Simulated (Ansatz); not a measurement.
**MoS3 (Pm-3m): the Drude term of Re ε in the infrared**

Re ε of MoS3 (Pm-3m) at low photon energies is read from one computed spectrum; the carriers' damping was typed as γ = 0.05 eV.

Cell: a, b, c = 4.686, 4.686, 4.686 Å (primitive vectors), 4 atoms.

Method: Ansatz 0.2.0, PBE, independent particles, k-mesh 9×9×9 with interpolation inside its cells, Gaussian parameter 0.1 eV.

Launch of the response step: `ansatz run input.yaml --threads 2 --pin off --max-ram 5120MiB --backend cpu --events-out ev --progress --plain --runs-dir out`. The run took 47 s, on 2 threads of Arm Neoverse V2, with other jobs on the host.

```tsv
photon energy E (eV)	wavelength (µm)	Re ε
0.25	4.96	-302.6
0.30	4.13	-211.7
0.35	3.54	-155.0
0.40	3.10	-115.9
0.50	2.48	?
0.60	2.07	-35.0
0.70	1.77	-14.6
```

A Drude term over a constant background gives Re ε = ε_b − ωp²/(E² + γ²), linear in 1/(E² + γ²).

Working, on the rows shown:

| x = 1/(E² + γ²) (eV⁻²) | y = Re ε |
| --- | --- |
| 15.3846 | -302.6 |
| 10.8108 | -211.7 |
| 8 | -155 |
| 6.15385 | -115.9 |
| 2.75862 | -35 |
| 2.03046 | -14.6 |

Means: x̄ = 7.5231, ȳ = -139.13. Σ(x − x̄)(y − ȳ) = -2743, Σ(x − x̄)² = 127.6. Slope = -2743 / 127.6 = -21.5; intercept = ȳ − slope · x̄ = 22.621. The line misses the rows shown by at most 6.4.

Problem. What does the fit predict for the withheld row, and how well does it do?

Solution. At x = 3.9604 the line gives y = -62.532. The run gave -65.5, so the interpolation is off by 3, 1.0 % of the range in the table.

Refitted with all rows, the slope is -21.44 and the intercept 21.738. These give ωp = √(−slope) = 4.63 eV, against 4.60 eV from the program's Fermi-surface sum, and an intercept of 21.7. Taking the program's Drude term off the rows leaves 23 at the lowest energy and 28 at the highest, so the background isn't constant: interband transitions lie in or near the window, and neither fitted number can be trusted. The structure is a model and need not exist. The values come from a sum over the points of one k-mesh and carry its error, which is largest for Fermi-surface quantities. Spin-orbit coupling is left out.

[Logs are printed without paths, hosts, clocks, repeated set-up lines and the standing remarks that a program may print on its own settings, such as how far it seeks lower states.]
